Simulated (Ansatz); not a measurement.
**Y4S3N2 (C2/m):N_S (site 2), thermodynamic levels from a 54-atom cell**

Aim: at which Fermi levels does N_S (site 2) in Y4S3N2 (C2/m) change its charge? The model is a cell of 54 host atoms with 1 S taken out and 1 N put in.

Calculated with Ansatz 0.2.0; place-levels on PBEsol runs: charge-transition levels and formation energies with image-charge correction and potential alignment at the atomic sites.

### 1. Starting point

The cell holds 54 atoms: 24 Y, 17 S and 13 N. Cell: a = 12.778 Å, b = 11.374 Å, c = 9.763 Å, α = 90.0°, β = 128.5°, γ = 90.0°. It derives from Y4S3N2 (space group C2/m). Nearest the centre at fractional (0.500, 0.500, 0.000): N28 at 0.00 Å, Y41 at 2.77 Å, Y23 at 2.77 Å, Y44 at 2.77 Å, Y26 at 2.77 Å, Y19 at 2.84 Å, Y22 at 2.84 Å, N52 at 3.36 Å.

As a file:

```xyz
54
Lattice="12.7781 0.0000 -0.0248 0.0000 11.3745 0.0000 -6.0606 0.0000 7.6537" Properties=species:S:1:pos:R:3 pbc="T T T"
Y    -0.6153    1.8957    4.9602
Y     5.7738    0.0000    4.9478
Y     0.9438    0.0000    2.6811
Y     7.3328    1.8957    2.6687
Y     4.6955    0.0000    1.0893
Y    11.0845    1.8957    1.0769
Y    -4.3670    1.8957    6.5520
Y     2.0220    0.0000    6.5396
S     0.0000    0.0000    0.0000
S     6.3891    1.8957   -0.0124
S    -2.5264    0.0000    5.9982
S     3.8626    1.8957    5.9858
S     2.8549    1.8957    1.6431
S     9.2440    0.0000    1.6307
N    -0.3467    1.8957    2.7567
N     6.0423    0.0000    2.7443
N     0.6752    0.0000    4.8846
N     7.0643    1.8957    4.8722
Y    -0.6153    5.6872    4.9602
Y     5.7738    3.7915    4.9478
Y     0.9438    3.7915    2.6811
Y     7.3328    5.6872    2.6687
Y     4.6955    3.7915    1.0893
Y    11.0845    5.6872    1.0769
Y    -4.3670    5.6872    6.5520
Y     2.0220    3.7915    6.5396
S     0.0000    3.7915    0.0000
N     6.3891    5.6872   -0.0124
S    -2.5264    3.7915    5.9982
S     3.8626    5.6872    5.9858
S     2.8549    5.6872    1.6431
S     9.2440    3.7915    1.6307
N    -0.3467    5.6872    2.7567
N     6.0423    3.7915    2.7443
N     0.6752    3.7915    4.8846
N     7.0643    5.6872    4.8722
Y    -0.6153    9.4787    4.9602
Y     5.7738    7.5830    4.9478
Y     0.9438    7.5830    2.6811
Y     7.3328    9.4787    2.6687
Y     4.6955    7.5830    1.0893
Y    11.0845    9.4787    1.0769
Y    -4.3670    9.4787    6.5520
Y     2.0220    7.5830    6.5396
S     0.0000    7.5830    0.0000
S     6.3891    9.4787   -0.0124
S    -2.5264    7.5830    5.9982
S     3.8626    9.4787    5.9858
S     2.8549    9.4787    1.6431
S     9.2440    7.5830    1.6307
N    -0.3467    9.4787    2.7567
N     6.0423    7.5830    2.7443
N     0.6752    7.5830    4.8846
N     7.0643    9.4787    4.8722
```

Screening for the image-charge correction: ε∞ = (6.75, 7.00, 6.49), ε0 = principal values (12.97, 15.04, 17.01), from a response run on this crystal (DFPT, PBEsol) at that run's own cell.

The cell's shortest repeat is 9.8 Å.

### 2. The runs of each charge state

A transition level is the Fermi level at which two charge states cost the same, so each charge needs its own total energy, at its own relaxed structure.

Each atom starts 0.05 Å or so off its site in a random direction: a symmetric start keeps its symmetry, and would miss off-centre moves and Jahn–Teller distortions. Forces are taken at one point at (¼, ¼, ¼). The cell holds 1 electron more than the neutral one, with a uniform background that keeps it neutral on the whole.

The sampling was tested on the host first: at the k-points planned (1x1x1 shifted 0.25 0.25 0.25) its energy lies 0.005 eV an atom from the dense-mesh value, under the bound of 0.02 eV set for this test; that bounds the host's error, not the defect's.

One state's input; the others differ in charge, spin, start and seed, and in occupations where the table says so.

File qm1.relax/input.yaml:

```yaml
crystal:
  lattice:
    - [12.7781342, 0.0, -0.02476512]
    - [0.0, 3.79148885, 0.0]
    - [-6.06062452, 0.0, 7.65368019]
  atoms:
    - { symbol: "Y", position: [0.25962613, 0.5, 0.64891759] }
    - { symbol: "Y", position: [0.75962613, 0.0, 0.64891759] }
    - { symbol: "Y", position: [0.24037387, 0.0, 0.35108241] }
    - { symbol: "Y", position: [0.74037387, 0.5, 0.35108241] }
    - { symbol: "Y", position: [0.43563346, 0.0, 0.14373379] }
    - { symbol: "Y", position: [0.93563346, 0.5, 0.14373379] }
    - { symbol: "Y", position: [0.06436654, 0.5, 0.85626621] }
    - { symbol: "Y", position: [0.56436654, 0.0, 0.85626621] }
    - { symbol: S, position: [0.0, 0.0, 0.0] }
    - { symbol: S, position: [0.5, 0.5, 0.0] }
    - { symbol: S, position: [0.17425596, 0.0, 0.78426089] }
    - { symbol: S, position: [0.67425596, 0.5, 0.78426089] }
    - { symbol: S, position: [0.32574404, 0.5, 0.21573911] }
    - { symbol: S, position: [0.82574404, 0.0, 0.21573911] }
    - { symbol: "N", position: [0.14391518, 0.5, 0.36064226] }
    - { symbol: "N", position: [0.64391518, 0.0, 0.36064226] }
    - { symbol: "N", position: [0.35608482, 0.0, 0.63935774] }
    - { symbol: "N", position: [0.85608482, 0.5, 0.63935774] }
  supercell: [1, 3, 1]
  defects: [{ substitution: { at: 27, symbol: "N" } }]
total_charge: -1
basis:
  ecutwfc: 420
  xc_grid: 2
hamiltonian:
  xc: pbesol
kpoints:
  mp_grid: { grid: [1, 1, 1], shift: [0.25, 0.25, 0.25] }
scf:
  occupations: { method: fixed }
  max_iter: 80
output:
  forces: true
  charged_corrections:
    epsilon: [6.75, 7.0, 6.49]
    static_epsilon: [[14.06, 0.0, 1.03], [0.0, 17.01, 0.0], [1.03, 0.0, 13.95]]
relax:
  f_tol: 0.02
  max_steps: 80
  random_displacement: { amplitude: 0.05, seed: 6194 }
checkpoint:
  write: "../qm1.relax.run"
  compress: false
  write_wavefunctions: true
  write_every: 100000
```

Started as:

```sh
> ansatz run input.yaml --threads 4 --pin off --max-ram 7536MiB --backend cpu --events-out ev --progress --plain --runs-dir out
```

Defect states can disperse in a cell of this size, so the energy is taken again at a 2×2×2 shifted mesh, on the relaxed structure.

The run of this state that the levels use, under PBEsol:

File qm1.point/input.yaml:

```yaml
crystal:
  checkpoint: "../qm1.relax.run"
  host: checkpoint
total_charge: -1
basis:
  ecutwfc: 420
  xc_grid: 2
hamiltonian:
  xc: pbesol
kpoints:
  mp_grid: { grid: [2, 2, 2], shift: [0.5, 0.5, 0.5] }
scf:
  occupations: { method: fermi_dirac, width: 0.01 }
  max_iter: 80
output:
  forces: true
  eigenvalues: true
  charged_corrections:
    epsilon: [6.75, 7.0, 6.49]
    static_epsilon: [[14.06, 0.0, 1.03], [0.0, 17.01, 0.0], [1.03, 0.0, 13.95]]
    defect_position: [0.5, 0.5, 0.0]
  eigenstates: { localisation: true }
  populations: true
  band_densities: [{ bands: [v1, v1] }, { bands: [c1, c1] }]
  write_density: true
  write_potential: true
  volumetric_format: npy
checkpoint:
  read: "../qm1.relax.run"
  write: "../qm1.point.run"
  compress: false
  write_wavefunctions: false
  write_every: 100000
```

Relaxations under PBEsol at one point at (¼, ¼, ¼); times on 4 threads of Arm Neoverse V1, shared host:

```csv
charge,moment (μB),occupations,outcome,steps,largest displacement against the far atoms (Å),time
−1,0,fixed,converged,5,0.28,75 s
0,1,fixed,converged,5,0.26,3.3 min
```

Single points under PBEsol at a 2×2×2 shifted mesh; times on 4 threads of Arm Neoverse V1, shared host:

```
charge  moment (μB)  occupations    outcome   time
    −1            0  fermi-dirac  converged   99 s
     0            1  fermi-dirac  converged  5 min
```

Distances (Å) from N28 to the nearest atoms after relaxation with PBEsol:

| charge | moment (μB) | 1. | 2. | 3. | 4. | 5. | 6. |
| --- | --- | --- | --- | --- | --- | --- | --- |
| −1 | 0 | Y 2.51 | Y 2.51 | Y 2.52 | Y 2.52 | Y 2.72 | Y 2.73 |
| 0 | 1 | Y 2.53 | Y 2.53 | Y 2.53 | Y 2.53 | Y 2.72 | Y 2.72 |

### 3. place-levels, PBEsol

A charged cell interacts with its images and the background, and its potential has another zero than the host's. place-levels removes the first by a point-charge model, screened by the static dielectric constant since the ions have relaxed around the charge, and the second by comparing potentials at atoms far from the defect.

The host is a run of the defect-free crystal in the same cutoffs, grids and k-points, so that basis and sampling errors cancel in part in the differences. Its band edges come from a run of the primitive cell that searches the zone for them. Chemical potentials are energies per atom of S (S12 rings, Pnnm, not the stable S8 form) and N (N2 molecule), run with the same functional and cutoff.

File levels.point.yaml:

```yaml
host:
  run: host.point.run
  levels_from: { run: edges.point.run }
states: [qm1.point.run, q0_M1.point.run]
geometry_from:
  qm1.point.run: qm1.relax.run
  q0_M1.point.run: q0_M1.relax.run
  host.point.run: host.relax.run
chemical_potentials:
  S:
    energy: -884.879081
    dataset: "<sha256 of the dataset>"
  "N":
    energy: -378.471758
    dataset: "<sha256 of the dataset>"
epsilon: [6.75, 7.0, 6.49]
static_epsilon:
  - [14.06, 0.0, 1.03]
  - [0.0, 17.01, 0.0]
  - [1.03, 0.0, 13.95]
vertical:
  - { from: qm1.point.run, to: qm1.point_neutral.run }
```

Started as:

```sh
> ansatz place-levels levels.point.yaml -- --threads 4 --pin off --max-ram 7536MiB
```

Numbers of over 12 decimals in the logs are rounded to 6 here.

The log of the run:

```text
[... repeated set-up lines and file paths are left out, and long positions are rounded to six places ...]
(0/-1) 0.009 eV beneath the valence edge (-0.064 eV without the band-filling correction), in the valence band
formation energy of charge 0: +3.189 eV with the Fermi level at the valence edge
formation energy of charge -1: +3.179 eV with the Fermi level at the valence edge
vertical -1 to 0: no energy, since no alignment is typed
  the change from vertical[0].from (qm1.point.run) to vertical[0].to (qm1.point_neutral.run): by its potential at epsilon [6.75, 7, 6.49] it stands at 0.498 0.500 0.500, with an rms radius of about 6.3 Å (4.0 3.6 3.2 Å across the planes of the cell's [...]
  edges by pbesol of host.levels_from (edges.point.run), its mesh sampled to repeats of 30.33 Å (the valence edge +0.154 eV and the conduction edge -0.183 eV from those of the host's own run), gap 1.266 eV; the host is sampled to repeats of 20.33 Å
  the defect's cells are sampled to repeats of 20.33 Å, like sampling
  charge 0: +0.000 eV for its dipole among its images, +0.000 omitted
  charge -1: -111143.4386 eV with its correction of +0.238 eV, at epsilon [[14.06, 0, 1.03], [0, 17.01, 0], [1.03, 0, 13.95]], aligned at sites: -0.1055 eV, mean over 29 atomic sites at or beyond 4.88 Å from the defect at [0.5000, 0.5000, 0.0000], with [...]
  of states[1] (q0_M1.point.run): a band-filling correction moves a carrier to the host's band edge, which changes its energy by -0.054 eV; [...]
  of states[0] (qm1.point.run): it parts from the run at its places by a charge that spreads by about 3.2 Å along one vector (1.3 Å or more is wide), by its potential at epsilon [6.75, 7, 6.49], taken for that of held ions (one typed too small widens it), [...]
  of vertical[0].from (qm1.point.run): its sublattices stand up to 0.0295 Å off the host's, which by the two runs' forces adds about -0.02 eV to its energy against the host's, and moves the band edges: relax the crystal first, and build the cells on it; [...]
  of vertical[0].to (qm1.point_neutral.run): its moments are held at its close (magnetization.spin_locking), by a field of 0.010 eV a Bohr magneton, and its energy and levels are of the state that this holds: a run that lets them go can end lower
```

The job ended after 0.24 s (4 threads of Arm Neoverse V1, shared host).

Levels between the charges placed, in eV above the valence top:

|  | gap (eV) | (0/−1) |
| --- | --- | --- |
| PBEsol | 1.27 | -0.01 |

Corrections by state:

| charge | moment (μB) | image terms and alignment (eV) | band filling (eV) | ε used | over the lowest of its charge, as the program ranks them, band filling apart (eV) |
| --- | --- | --- | --- | --- | --- |
| 0 | 1.0 | 0.000 | -0.054 | - | 0.000 |
| −1 | 0.0 | 0.238 | - | principal values (12.97, 15.04, 17.01) | 0.000 |

The charged structures listed were also run neutral, and place-levels reads from each pair, by the potential or the spins, how wide the charge is by which they differ; that can be the carrier of either run.

```
charge  rms radius (Å)  spread where it is widest against the cell (Å)  wide from (Å)  reading
    −1             6.3                                            3.20           1.32     wide
```

The neutral runs of these pairs need not share the spin of the lowest neutral state, and very wide values only mean spread over the cell.

From the program's caveats on the states, each cut to its opening words:

- charge 0 (1 μB): a band-filling correction moves a carrier to the host's band edge, which changes its energy by -0.054 eV
- charge 0 (1 μB): its alignment with the host at atomic sites is doubtful: the mean over the far sites moves by +0.0631 eV from their farther parts to their nearer, more than [...]
- charge 0 (1 μB): its sublattices stand up to 0.0317 Å off the host's, which by the two runs' forces adds about -0.01 eV to its energy against the host's, and moves the band [...]
- charge 0 (1 μB): its moments are held at its close (magnetization.spin_locking), by a field of 0.003 eV a Bohr magneton, and its energy and levels are of the state that this [...]
- charge −1: it parts from the run at its places by a charge that spreads by about 3.2 Å along one vector (1.3 Å or more is wide), by its potential at epsilon [6.75, 7, [...]
- charge −1: its alignment with the host at atomic sites is doubtful: the mean over the far sites moves by +0.0606 eV from their farther parts to their nearer, more than [...]
- charge −1: its sublattices stand up to 0.0295 Å off the host's, which by the two runs' forces adds about -0.02 eV to its energy against the host's, and moves the band [...]

Formation energies (eV), elemental references (Δμ(S) = 0.00 eV, Δμ(N) = 0.00 eV):

```
charge  Fermi level at the valence top  at the conduction bottom
     0                            3.19                      3.19
    −1                            3.18                      1.91
```

### 4. The same at the relaxations' own k-points

The relaxations' own energies give the levels at their sampling, for comparison.

File levels.relax_mesh.yaml:

```yaml
host:
  run: host.relax.run
  levels_from: { run: edges.relax.run }
states: [qm1.relax.run, q0_M1.relax.run]
chemical_potentials:
  S:
    energy: -884.879081
    dataset: "<sha256 of the dataset>"
  "N":
    energy: -378.471758
    dataset: "<sha256 of the dataset>"
```

Started as:

```sh
> ansatz place-levels levels.relax_mesh.yaml -- --threads 4 --pin off --max-ram 7536MiB
```

The log of the run:

```text
(0/-1) 0.003 eV above the valence edge, 1.263 eV under the conduction edge
formation energy of charge 0: +3.184 eV with the Fermi level at the valence edge
formation energy of charge -1: +3.188 eV with the Fermi level at the valence edge
  edges by pbesol of host.levels_from (edges.relax.run), its mesh sampled to repeats of 30.33 Å (the valence edge +0.154 eV and the conduction edge -0.214 eV from those of the host's own run), gap 1.266 eV; the host is sampled to repeats of 14.99 Å
[... the lines on each state left out ...]
```

Wall time 0.12 s (4 threads).

Levels between neighbouring charges, in eV above the valence top:

|  | gap (eV) | (0/−1) |
| --- | --- | --- |
| one point at (¼, ¼, ¼) | 1.27 | 0.00 |
| a 2×2×2 shifted mesh | 1.27 | -0.01 |

Going from one point at (¼, ¼, ¼) to a 2×2×2 shifted mesh moves formation energies against the elements by up to 0.01 eV; band-filling terms, which differ between samplings, are in these energies.

### 5. Outcome

```
gap of the host                                                             : 1.27 eV (PBEsol)
level (0/minus 1)                                                           : 0.01 eV below the valence top (-0.06 eV above the valence top without the band-filling term)
lowest of the charges placed, just above the valence top (0.02 eV)          : −1
lowest of the charges placed, just below the conduction bottom (0.02 eV)    : −1
lowest formation energy at mid-gap of the charges run, elemental references : 2.55 eV
```

**Reading.** Of the charges placed (−1 and 0), −1 is the lowest from 0.02 eV above the valence top to 0.02 eV below the conduction bottom, a gap of 1.27 eV. Charges above 0 and below −1 were not placed, so these runs say nothing of levels that involve them. States placed: 0 at 1 μB; −1 at 0 μB. Other spin states or structures, where not listed, weren't placed. The program finds carriers beyond a band edge of the host and adds a band-filling term at charge 0 (-0.05 eV); steps to such a charge show no bound level, and a defect level inside a band would be read the same way. Going from one point at (¼, ¼, ¼) to a 2×2×2 shifted mesh moves formation energies against the elements by up to 0.01 eV; band-filling terms, which differ between samplings, are in these energies. The program doubts the alignment of potentials for at least one state, a sign that the cell is small. Keep in mind: PBEsol makes the gap too small and tends to spread out bound carriers; where a gas molecule sets a chemical potential or the host's formation energy, its binding is uncorrected; force components of up to 0.11 eV/Å remain in a run at the final settings.

[Logs are printed without paths, hosts, clocks, repeated set-up lines and the standing remarks that a program may print on its own settings, such as how far it seeks lower states.]

[Hosts, paths, dates, database ids (printed as entryN), source tags and the programs' standing remarks are cut or masked in the printed files.]

[Where a table of states has a column of steps, it counts the stored structures, which are thinned; the runs took as many ionic steps or more.]

[A defect's name tells the site on which it was built; relaxed atoms can leave that site.]

[For some hosts the program warned that the k-mesh of the response run may be too coarse for force constants and the static dielectric constant; such warnings are not shown here.]
